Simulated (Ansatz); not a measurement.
# Starting-point dependence of the GW gap of SrWO4 (I4_1/a), part 2 of 2

One-shot GW is not self-consistent; how far does the start matter for SrWO4 (I4_1/a)?

Ansatz 0.2.0; G0W0 on several functionals, plane waves, PAW. Known limits of the many-body steps: not at the basis limit; no spin-orbit coupling.

So far. Step 2 (G0W0 on LDA): The gap on the mesh goes from 4.34 eV to 6.59 eV, a correction of +2.26 eV. Between the two edge states, bare exchange in place of the xc potential would open the gap by 10.78 eV, and correlation takes back 8.52 eV.

In doubt: masses and optical values from hybrid runs of this build are listed as unsure (step 4), which bears on the screening that GW takes from such a start.

## 3. G0W0 on r2SCAN

One-shot GW remembers its start. Another functional's orbitals and levels show by how much.

This step: G0W0 on r2SCAN, plane waves, PAW.

Contents of input.yaml:

```yaml
crystal:
  lattice:
    - [-2.7201121709, 2.7201121709, 5.9699255756]
    - [2.7201121709, -2.7201121709, 5.9699255756]
    - [2.7201121709, 2.7201121709, -5.9699255756]
  atoms:
    - { symbol: Sr, position: [0.75, 0.25, 0.5] }
    - { symbol: Sr, position: [0.0, 0.0, 0.0] }
    - { symbol: W, position: [0.25, 0.75, 0.5] }
    - { symbol: W, position: [0.5, 0.5, 0.0] }
    - { symbol: O, position: [0.44084291, 0.81857378, 0.09339807] }
    - { symbol: O, position: [0.56857378, 0.97517571, 0.87773087] }
    - { symbol: O, position: [0.09744484, 0.69084291, 0.12226913] }
    - { symbol: O, position: [0.72517571, 0.34744484, 0.90660193] }
    - { symbol: O, position: [0.02482429, 0.90255516, 0.59339807] }
    - { symbol: O, position: [0.65255516, 0.55915709, 0.37773087] }
    - { symbol: O, position: [0.18142622, 0.27482429, 0.62226913] }
    - { symbol: O, position: [0.30915709, 0.43142622, 0.40660193] }
kpoints:
  mp_grid: { grid: [4, 4, 4] }
hamiltonian:
  xc: r2scan
scf:
  occupations: { method: fixed }
gw:
  n_empty_bands: 968
  ecut_chi: 180.0
  qp_bands: [v4, c4]
  qp_kpoints: band_edges
  screening: { model: contour_deformation }
```

Started as:

```sh
ansatz run input.yaml --threads 3 --pin off --max-ram 92160MiB --backend cuda --events-out ev --progress --plain --runs-dir out --devices 1 --max-vram 13GiB  # rebuilt from the run's record
```

Numbers of over 12 decimals in the logs are rounded to 6 here.

The log of the run:

```text
GPUs: using 1 of 1 available (devices: 1).
[...]
GPU FFT provider: cuFFT
GPU libraries: cuBLAS 13.8.2, cuFFT 12.4.0, cuSOLVER 12.3.4
Crystal: 12 atoms, lattice volume = 176.686 Å³
Basis set: ecut = 500 eV, 4433 PW (Γ), exchange–correlation on 216×216×216 points (64 copies of the dense FFT grid, shifted against one another)
Bands: 60, of which v1, the nominal top of the filled ones, is band 48 counted from 1 (47 counted from 0)
Symmetry: 8 space group operations
[...]
k-points: 14 of 64
[...]
GPU buffer pool allocated for 157464 grid points (all kernels)
[...]
SCF iter   1: F=—  HF=-32467.201746 eV  |F-HF|=—  |Δ(HF+E_count)|=         —  Δρ=8.54e-3  dr2=1.70e-1  dr2_τ=7.57e-1  ethr=1.77e-3  ⟨swp⟩=5.1  Hψ=3211  notcnv=0  defer=125
[...]
SCF iter   8: F=-32467.371138 eV  HF=-32467.371138 eV  |F-HF|=5.32e-9  |Δ(HF+E_count)|=   2.47e-8  Δρ=2.26e-6  dr2=1.18e-8  dr2_τ=2.65e-10  ethr=1.04e-10  ⟨swp⟩=14.0  Hψ=3723  notcnv=0
SCF 1 converged in 8 iterations: F = -32467.371138 eV  dr2 = 1.18e-8
[...]
NSCF: frozen V_eff on 14 k-points
[...]
G₀W₀ screening: q 1/14
[... further progress lines ...]
[...]
SCF converged after 8 iterations
Free energy (F): -32467.371138 eV
[...]
Internal energy: -32467.371138 eV  (E = F + TS)
E sigma→0 (E₀):  -32467.371138 eV
Fermi energy:    6.135261 eV
[...]
--- Band table (eV; the first three rows and the last of 14) ---
  k-point 0: bands = [... 44 lower, 5.4259, 5.8323, 6.1353, 6.1353, 10.9983, 11.3408, 11.5635, 11.6438, ... 8 higher]
  k-point 1: bands = [... 44 lower, 5.7072, 5.7247, 5.7481, 6.0062, 11.1504, 11.4216, 11.4679, 11.7325, ... 8 higher]
  k-point 2: bands = [... 44 lower, 5.7071, 5.7071, 5.7660, 5.7660, 11.1869, 11.1869, 11.6522, 11.6522, ... 8 higher]
  k-point 13: bands = [... 44 lower, 5.7947, 5.7947, 6.0548, 6.0548, 11.1054, 11.1054, 11.3746, 11.3746, ... 8 higher]
[...]
bands read: the sum over 1016 bands ends inside a degenerate multiplet in 1 slot, whose members it reads at an even weight; the widest, k=9: bands 1016 to 1017 (counted from 1) at 1/2 each
[...]
0    45      5.4259   -25.2913     3.9689   -20.5496  0.7638     4.6454     4.6531  root
     0    46      5.8323   -25.5633     4.0000   -20.8479  0.7635     5.1107     5.1169  root
     0    47      6.1353   -25.8611     3.9915   -21.1825  0.7635     5.4426     5.4482  root
     0    48      6.1353   -25.8611     3.9915   -21.1825  0.7635     5.4426     5.4482  root
     0    49     10.9983   -15.2429    -4.2700   -20.7699  0.8093    12.2693    12.2554  root
     0    50     11.3408   -15.5544    -4.2245   -21.0683  0.8083    12.6450    12.6302  root
     0    51     11.5635   -16.2082    -4.1443   -21.7402  0.7978    12.9698    12.9512  root
     0    52     11.6438   -16.3692    -4.1341   -21.8816  0.8015    13.0397    13.0220  root
[...]
13    49     11.1054   -14.9114    -4.1972   -20.3581  0.8107    12.3686    12.3550  root
    13    50     11.1054   -14.9114    -4.1972   -20.3581  0.8107    12.3686    12.3550  root
    13    51     11.3746   -15.7623    -4.1772   -21.2510  0.8067    12.7015    12.6861  root
    13    52     11.3746   -15.7623    -4.1772   -21.2510  0.8067    12.7015    12.6861  root
```

Elapsed: 3.3 min, on 1 × NVIDIA H100 80GB HBM3 (shared by 6 runs) with 3 threads of AMD EPYC 7R13 (Zen 3), shared host; peak memory 4.1 GiB; 5.9 min of CPU time.

This step gave:

| Quantity | Value |
| --- | --- |
| bands summed | 1016 |
| RPA ε∞ on this mesh (eigenvalues) | 3.128, 3.128, 3.164 |
| plane waves in the screening matrix | 989 |
| q-points in the mesh | 64 |
| G0W0 gap on the mesh | 6.807 eV |
| k of the valence top | 0, 0, 0 |
| k of the conduction bottom | 0, 0, 0 |
| starting gap on the mesh | 4.863 eV |
| Z at the valence top | 0.7635 |
| Z at the conduction bottom | 0.8093 |
| least direct G0W0 gap on the computed points | 6.807 eV |

Against the run with 4×4×4 mesh, 968 empty bands, screening to 180 eV on LDA, the gap moves by +0.21 eV, while the start moved by +0.53 eV.

## 4. G0W0 on HSE06

This step: G0W0 on HSE06, plane waves, PAW.

input.yaml, as its differences from that of step 3:

```diff
@@ -21,3 +21,3 @@
 hamiltonian:
-  xc: r2scan
+  xc: hse06
 scf:
```

The log of the run:

```text
GPUs: using 1 of 1 available (devices: 1).
[...]
davidson cushion auto → on  (no smearing: the cushion is to keep the highest requested band from converging to the state above it; pin scf.eigensolver.cushion to override)
[...]
GPU FFT provider: cuFFT
GPU libraries: cuBLAS 13.8.2, cuFFT 12.4.0, cuSOLVER 12.3.4
Crystal: 12 atoms, lattice volume = 176.686 Å³
Basis set: ecut = 420 eV, 3435 PW (Γ)
[...]
0    51     12.0170   -15.5900    -3.9804   -20.5589  0.8193    13.0126    13.0056  root
     0    52     12.0735   -15.9150    -3.9826   -20.9039  0.8220    13.0868    13.0798  root
[...]
13    49     11.5101   -14.3623    -4.0444   -19.2906  0.8306    12.3992    12.3941  root
    13    50     11.5101   -14.3623    -4.0444   -19.2906  0.8306    12.3992    12.3941  root
    13    51     11.7866   -15.2943    -4.0269   -20.2687  0.8266    12.7401    12.7340  root
    13    52     11.7866   -15.2943    -4.0269   -20.2687  0.8266    12.7401    12.7340  root
[key lines of the parts left out:]
Free energy (F): -32414.664300 eV
Fermi energy:    5.435301 eV
```

Run time: 4.5 min. Hardware: 1 × NVIDIA H100 80GB HBM3 (shared by 6 runs) with 3 threads; peak memory 4.1 GiB; 7.2 min of CPU time.

This step gave:

| Quantity | Value |
| --- | --- |
| bands summed | 1016 |
| RPA ε∞ on this mesh (eigenvalues) | 2.895, 2.895, 2.923 |
| plane waves in the screening matrix | 989 |
| G0W0 gap on the mesh | 7.151 eV |
| k of the valence top | 0, 0, 0 |
| k of the conduction bottom | 0, 0, 0 |
| starting gap on the mesh | 5.964 eV |
| least direct G0W0 gap on the computed points | 7.151 eV |

Against the run with 4×4×4 mesh, 968 empty bands, screening to 180 eV on r2SCAN, the gap moves by +0.34 eV, while the start moved by +1.10 eV.

## 5. The starts together

All on the 4×4×4 mesh with 968 empty bands and screening to 180 eV. Times are wall times on 1 × NVIDIA H100 80GB HBM3 (shared by 6 runs) with 3 threads of AMD EPYC 7R13 (Zen 3), shared host, good to a factor of about two.

```csv
start,starting gap (eV),shift (eV),G0W0 gap (eV),RPA ε∞ (harmonic mean),"Z (valence, conduction)",time
LDA,4.34,+2.26,6.59,3.47,"0.75, 0.80",2.7 min
r2SCAN,4.86,+1.94,6.81,3.14,"0.76, 0.81",3.3 min
HSE06,5.96,+1.19,7.15,2.90,"0.79, 0.83",4.5 min
```

How the two edges are built up, in eV (the quasiparticle level is the starting level plus Σx plus Σc less Vxc):

```csv
run,edge,start,Σx,Σc,Vxc,Z,QP
LDA,valence top,6.17,-25.75,4.10,-20.84,0.75,5.35
LDA,conduction bottom,10.50,-14.95,-4.43,-20.82,0.80,11.95
r2SCAN,valence top,6.14,-25.86,3.99,-21.18,0.76,5.45
r2SCAN,conduction bottom,11.00,-15.24,-4.27,-20.77,0.81,12.26
HSE06,valence top,5.44,-25.86,3.72,-21.85,0.79,5.14
HSE06,conduction bottom,11.40,-14.74,-4.11,-19.75,0.83,12.29
```

For a hybrid start, Vxc holds its share of exact exchange.

## 6. Results

```yaml
g0w0_lda: 6.59 eV (start 4.34 eV)
g0w0_r2scan: 6.81 eV (start 4.86 eV)
g0w0_hse06: 7.15 eV (start 5.96 eV)
known_limits: not at the basis limit; no spin-orbit coupling
```

In words: The starting gaps span 1.63 eV and the G0W0 gaps 0.56 eV. Between LDA and HSE06, 0.56 eV of the 1.63 eV survives, 34 %. HSE06 screens less than LDA (ε∞ 2.90 against 3.47). Of the 0.56 eV by which its G0W0 gap is higher, the correlation part gives +0.69 eV, and exchange with the one-particle terms, which follow the orbitals, −0.13 eV. The smallest correction, +1.19 eV, is on HSE06, the start nearest to reproducing itself. Bands and cutoff are finite, so the gap is not at the basis limit. The miss can reach some tenths of an eV and take either sign; the mesh is an error of its own. The many-body steps are scalar-relativistic: spin-orbit coupling is not in them.

[Paths, hosts, dates, memory and timing lines, banners, echoed tables and standing remarks are left out of the program output.]

[Logs are printed without paths, hosts, clocks, repeated set-up lines and the standing remarks that a program may print on its own settings, such as how far it seeks lower states.]

[Runs of the session that timed out or met a known fault of the program may be left out.]

[Cells called generated may have been cut or substituted from an entry of the Crystallography Open Database or the Materials Project.]

[Hosts, paths, dates, database ids (printed as entryN), source tags and the programs' standing remarks are cut or masked in the printed files.]
